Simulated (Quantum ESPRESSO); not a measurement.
**InAs (F-43m): how pressure shifts the optical phonon**

Wanted: a fit of frequency against volume for InAs (F-43m), tested on a run that is left out of it.

Calculated with Quantum ESPRESSO 7.5; DFT LDA, scalar-relativistic, plane waves, PseudoDojo norm-conserving pseudopotentials.

The database entry behind the starting cell differs from later determinations by our own check (about 0.4 % short), so it need not match the best structure at ambient conditions.

### 1. The relaxed structure

It takes space group F-43m (No. 216, cubic). The conventional cell has a = 6.023 Å, b = 6.023 Å, c = 6.023 Å, α = 90.00°, β = 90.00°, γ = 90.00°. Nearest to In lie 4 As at 2.61 Å. As has 4 In at 2.61 Å nearest. Farther neighbours are not listed.

As a file:

```cif
data_structure
_symmetry_space_group_name_H-M 'F-43m'
_symmetry_Int_Tables_number 216
_cell_length_a 6.0226
_cell_length_b 6.0226
_cell_length_c 6.0226
_cell_angle_alpha 90.000
_cell_angle_beta 90.000
_cell_angle_gamma 90.000
_cell_volume 218.45
loop_
_atom_site_label
_atom_site_type_symbol
_atom_site_symmetry_multiplicity
_atom_site_Wyckoff_symbol
_atom_site_fract_x
_atom_site_fract_y
_atom_site_fract_z
_atom_site_occupancy
In1 In 4 a 0.00000 0.00000 0.00000 1
As1 As 4 d 0.25000 0.25000 0.75000 1
```

This is the cell after its relaxation at this level of theory, not the database cell from which that began.

### 2. Runs at several volumes

The relaxed cell is scaled uniformly; in this structure symmetry fixes all atoms, so nothing has to be relaxed anew. Each volume gets a ground state and a response at Γ. The mode followed is the highest one without the macroscopic field, of symmetry T2; longitudinal polar modes lie higher. Cutoff 88 Ry, k mesh 8×8×8 with shifts.

From the response at V/V₀ = 0.97:

What it wrote:

```text
[banners, grids, parts of the stress and lines that vanish by symmetry left out]
Program PHONON v.7.5
     Reading xml data from directory:

[...]
Exchange-correlation= PW
                           (   1   4   0   0   0   0   0)
[...]
kinetic-energy cut-off    =      88.0000  Ry
     charge density cut-off    =     352.0000  Ry
     convergence threshold     =      1.0E-18
[...]
Exchange-correlation= PW
                           (   1   4   0   0   0   0   0)
[...]
q = (   0.0000000   0.0000000   0.0000000 )
     25 Sym.Ops. (with q -> -q+G )
     G cutoff = 1131.6853  (  39885 G-vectors)     FFT grid: ( 48, 48, 48)
     number of k points=    60
[...]
Mode symmetry, T_d (-43m)  point group:
[...]
Dielectric constant
[...]
End of electric fields calculation
          Dielectric constant in cartesian axis
          (      16.125242717      -0.000000000      -0.000000000 )
          (      -0.000000000      16.125242717       0.000000000 )
          (      -0.000000000       0.000000000      16.125242717 )
          Effective charges (d Force / dE) in cartesian axis without acoustic sum rule applied (asr)
           atom    1  In    Mean Z*:        2.46536
      Ex  (        2.46536       -0.00000        0.00000 )
      Ey  (       -0.00000        2.46536       -0.00000 )
      Ez  (        0.00000       -0.00000        2.46536 )
           atom    2  As    Mean Z*:       -2.47283
      Ex  (       -2.47283        0.00000        0.00000 )
      Ey  (        0.00000       -2.47283        0.00000 )
      Ez  (        0.00000        0.00000       -2.47283 )
          Effective charges Sum: Mean:       -0.00747
[...]
Effective charges (d Force / dE) in cartesian axis with asr applied:
           atom    1  In    Mean Z*:        2.46909
[...]
atom    2  As    Mean Z*:       -2.46909
[...]
Representation #   1 modes #   1   2   3
[...]
End of self-consistent calculation
     Convergence has been achieved
     Representation #   2 modes #   4   5   6
[...]
End of self-consistent calculation
     Convergence has been achieved
[...]
Dielectric constant in cartesian axis
          (      16.125242717      -0.000000000      -0.000000000 )
          (      -0.000000000      16.125242717       0.000000000 )
          (      -0.000000000       0.000000000      16.125242717 )
          Effective charges (d Force / dE) in cartesian axis without acoustic sum rule applied (asr)
           atom    1  In    Mean Z*:        2.46536
      Ex  (        2.46536       -0.00000        0.00000 )
      Ey  (       -0.00000        2.46536       -0.00000 )
      Ez  (        0.00000       -0.00000        2.46536 )
           atom    2  As    Mean Z*:       -2.47283
      Ex  (       -2.47283        0.00000        0.00000 )
      Ey  (        0.00000       -2.47283        0.00000 )
      Ez  (        0.00000        0.00000       -2.47283 )
          Effective charges Sum: Mean:       -0.00747
[...]
Effective charges (d Force / dE) in cartesian axis with asr applied:
           atom    1  In    Mean Z*:        2.46909
[...]
atom    2  As    Mean Z*:       -2.46909
[...]
q = (    0.000000000   0.000000000   0.000000000 )
[...]
freq (    1) =      -0.089851 [THz] =      -2.997105 [cm-1]
     freq (    2) =      -0.089851 [THz] =      -2.997105 [cm-1]
     freq (    3) =      -0.089851 [THz] =      -2.997105 [cm-1]
     freq (    4) =       6.732336 [THz] =     224.566545 [cm-1]
     freq (    5) =       6.732336 [THz] =     224.566545 [cm-1]
     freq (    6) =       6.732336 [THz] =     224.566545 [cm-1]
[...]
Mode symmetry, T_d (-43m)  point group:
     freq (   1-   3) =         -3.0  [cm-1]   --> T_2  G_15 P_4   I+R
     freq (   4-   6) =        224.6  [cm-1]   --> T_2  G_15 P_4   I+R

   JOB DONE.
```

One volume, V/V₀ = 1, is held back as a test.

| V/V₀ | volume (Å³/atom) | pressure (GPa) | ω (cm⁻¹) |
| --- | --- | --- | --- |
| 0.97 | 26.487 | 1.97 | 224.57 |
| 1 | 27.306 | 0.00 | held back |
| 1.03 | 28.125 | -1.66 | 207.36 |

### 3. The fit

The mode Grüneisen parameter is γ = −d ln ω / d ln V.

| ln(V/V₀) | ln ω |
| --- | --- |
| -0.0305 | 5.4142 |
| 0.0296 | 5.3345 |

A straight line through these points has the slope -1.328, so γ = 1.33; at V/V₀ = 1 it predicts ω = exp(5.3737 + 0.0000) = 215.66 cm⁻¹.

A parabola of pressure against ln V through V/V₀ = 0.97, 1 and 1.03 gives the bulk modulus B = −dP/d ln V = 60 GPa at V₀. With ω₀ from the fitted line the pressure coefficient follows as dω/dP = γ ω₀ / B = 1.33 × 215.7 / 60 = 4.74 cm⁻¹/GPa.

### 4. The run that was held back

What it wrote:

```text
[banners, grids, parts of the stress and lines that vanish by symmetry left out]
[banner, memory and clock lines left out]
Program PHONON v.7.5

[...]
Exchange-correlation= PW
                           (   1   4   0   0   0   0   0)
[...]
(   3 q-points):
[...]
kinetic-energy cut-off    =      88.0000  Ry
     charge density cut-off    =     352.0000  Ry
     convergence threshold     =      1.0E-18
[...]
Exchange-correlation= PW
                           (   1   4   0   0   0   0   0)
[...]
q = (   0.0000000   0.0000000   0.0000000 )
     25 Sym.Ops. (with q -> -q+G )
     G cutoff = 1154.9003  (  40857 G-vectors)     FFT grid: ( 50, 50, 50)
     number of k points=    60
[...]
Mode symmetry, T_d (-43m)  point group:
[...]
Dielectric constant
[...]
End of electric fields calculation
          Dielectric constant in cartesian axis
          (      17.555501698      -0.000000000      -0.000000000 )
          (      -0.000000000      17.555501698       0.000000000 )
          (      -0.000000000      -0.000000000      17.555501698 )
          Effective charges (d Force / dE) in cartesian axis without acoustic sum rule applied (asr)
           atom    1  In    Mean Z*:        2.52442
      Ex  (        2.52442       -0.00000        0.00000 )
      Ey  (       -0.00000        2.52442        0.00000 )
      Ez  (        0.00000        0.00000        2.52442 )
           atom    2  As    Mean Z*:       -2.53335
      Ex  (       -2.53335        0.00000        0.00000 )
      Ey  (        0.00000       -2.53335        0.00000 )
[...]
q = (    0.500000000  -0.500000000   0.500000000 )
[...]
freq (    1) =       1.251222 [THz] =      41.736276 [cm-1]
     freq (    2) =       1.251222 [THz] =      41.736276 [cm-1]
     freq (    3) =       4.531172 [THz] =     151.143642 [cm-1]
     freq (    4) =       6.172786 [THz] =     205.901968 [cm-1]
     freq (    5) =       6.464673 [THz] =     215.638294 [cm-1]
     freq (    6) =       6.464673 [THz] =     215.638294 [cm-1]
[...]
Mode symmetry, C_3v (3m)   point group:
     freq (   1-   2) =         41.7  [cm-1]   --> E    L_3
     freq (   3-   3) =        151.1  [cm-1]   --> A_1  L_1
     freq (   4-   4) =        205.9  [cm-1]   --> A_1  L_1
     freq (   5-   6) =        215.6  [cm-1]   --> E    L_3
[...]
Mode symmetry, D_2d (-42m) point group:
[...]
Representation #   1 mode #   1
[...]
Convergence has been achieved
     Representation #   2 mode #   2
[...]
Convergence has been achieved
     Representation #   3 modes #   3   4
[...]
End of self-consistent calculation
     Convergence has been achieved
     Representation #   4 modes #   5   6
[...]
End of self-consistent calculation
     Convergence has been achieved
[...]
q = (    0.000000000  -1.000000000   0.000000000 )
[...]
freq (    1) =       1.506838 [THz] =      50.262689 [cm-1]
     freq (    2) =       1.506838 [THz] =      50.262689 [cm-1]
     freq (    3) =       5.049290 [THz] =     168.426196 [cm-1]
     freq (    4) =       5.922220 [THz] =     197.543981 [cm-1]
     freq (    5) =       6.477608 [THz] =     216.069756 [cm-1]
     freq (    6) =       6.477608 [THz] =     216.069756 [cm-1]
[...]
Mode symmetry, D_2d (-42m) point group:
     freq (   1-   2) =         50.3  [cm-1]   --> E    X_5  W_3
     freq (   3-   3) =        168.4  [cm-1]   --> B_2  X_3  W_2
     freq (   4-   4) =        197.5  [cm-1]   --> A_1  X_1  W_1
     freq (   5-   6) =        216.1  [cm-1]   --> E    X_5  W_3
```

It gives 215.75 cm⁻¹ against the predicted 215.66 cm⁻¹, a miss of 0.09 cm⁻¹.

### 5. Outcome

| Quantity | Value |
| --- | --- |
| mode Grüneisen parameter | 1.328 |
| bulk modulus | 60.4 GPa |
| pressure coefficient | 4.74 cm⁻¹/GPa |

What this shows: The highest optical mode of InAs (F-43m) without the LO-TO term stiffens by 4.74 cm⁻¹ a GPa near the relaxed volume, with γ = 1.33. The power law meets all 3 runs within 0.04 %; between neighbouring volumes γ runs from 1.32 to 1.34. Such a coefficient turns a measured shift of this mode into a hydrostatic stress; uniaxial or biaxial stress splits the mode and needs deformation potentials. These are harmonic values at zero temperature for the structure held cubic, which a run at Γ can't show to be stable; the bulk modulus rests on three points.

[Host names and launcher messages were left out of these logs when they were recorded.]

[Logs are printed without paths, hosts, clocks, repeated set-up lines and the standing remarks that a program may print on its own settings, such as how far it seeks lower states.]

[Hosts, paths, dates, database ids (printed as entryN), source tags and the programs' standing remarks are cut or masked in the printed files.]
